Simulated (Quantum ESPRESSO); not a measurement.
Consider GdO (F-43m).

```
Gd O
1.0
     0.00000    2.70000    2.70000
     2.70000    0.00000    2.70000
     2.70000    2.70000    0.00000
Gd O
1 1
Direct
  0.00000 0.00000 0.00000
  0.75000 0.75000 0.75000
```

Absorber: atom 1, with 4 O at 2.34 Å (tetrahedral, site symmetry -43m). Method: Quantum ESPRESSO XSpectra, LDA, excited-electron core hole (neutral cell), 8-atom cell with 5.4 Å between holes, 5×5×5 k points, dipole transitions, Lorentzian half width 2 eV (not a setting of the program: the run's 0.4 eV curve was folded afterwards with a further Lorentzian), without spin-orbit coupling.

**Question.** What does the Gd L₃ edge look like?

Main maxima up to 30 eV above the zero (height): 3.4 eV (1.92) and 17.0 eV (0.71). At an L edge the dipole rule selects empty d (and weakly s) states on the absorber, and the strong line at the onset measures the empty part of its d band. 

The Gd L₃ spectrum (energy from the energy zero of the input (xe0, at the border of filled and empty states); intensity scaled to a mean of 1 over the first 20 eV; folded afterwards to Lorentzian half width 2 eV; the points at xe0, where the cut of filled states can leave a spike, are interpolated):

```csv
E (eV),intensity
-2.0,0.57
-1.5,0.70
-1.0,0.86
-0.5,1.06
0.0,1.27
0.5,1.46
1.0,1.59
1.5,1.67
2.0,1.75
2.5,1.83
3.0,1.90
3.5,1.92
4.0,1.85
4.5,1.71
5.0,1.52
5.5,1.33
6.0,1.16
6.5,1.02
7.0,0.93
7.5,0.86
8.0,0.81
8.5,0.78
9.0,0.76
9.5,0.74
10.0,0.74
10.5,0.73
11.0,0.71
11.5,0.69
12.0,0.67
12.5,0.64
13.0,0.63
13.5,0.61
14.0,0.61
14.5,0.61
15.0,0.63
15.5,0.66
16.0,0.69
16.5,0.71
17.0,0.71
17.5,0.71
18.0,0.70
18.5,0.68
19.0,0.66
19.5,0.65
20.0,0.63
20.5,0.62
21.0,0.61
21.5,0.59
22.0,0.59
22.5,0.58
23.0,0.58
23.5,0.58
24.0,0.59
24.5,0.60
25.0,0.62
25.5,0.63
26.0,0.65
26.5,0.67
27.0,0.68
27.5,0.70
28.0,0.71
28.5,0.72
29.0,0.72
29.5,0.72
30.0,0.72
30.5,0.72
31.0,0.72
31.5,0.74
32.0,0.75
```

Only the L₃ part is meant: spin–orbit coupling of the core level isn't computed and the L₂ copy isn't added. The run has no spin polarisation, although Gd can carry a moment. Lanthanide 4f electrons are frozen in the core. The unit cell's mesh shows no gap over 0.35 eV. That is right for a metallic compound; for a small-gap or correlated insulator it would be the fault of the functional or of the assumed magnetic order, and the hole would be screened too well. The holes are only 5.4 Å apart, so the shape is probably not converged with cell size; no larger cell was run here. The structure is a published determination, not relaxed.

[Banner, clock and machine lines of the logs are left out without a mark of their own.]

[Logs are printed without paths, hosts, clocks, repeated set-up lines and the standing remarks that a program may print on its own settings, such as how far it seeks lower states.]

[Hosts, paths, dates, database ids (printed as entryN), source tags and the programs' standing remarks are cut or masked in the printed files.]

[Lists of maxima count a maximum above −3 eV only where it reaches 4 % of the highest in the window and stands out from its surroundings by 2 % of it (1.5 % where it reaches 55 %); shoulders and weaker maxima are passed over, and of the rest the first, up to two pre-edge ones and the few strongest are named.]
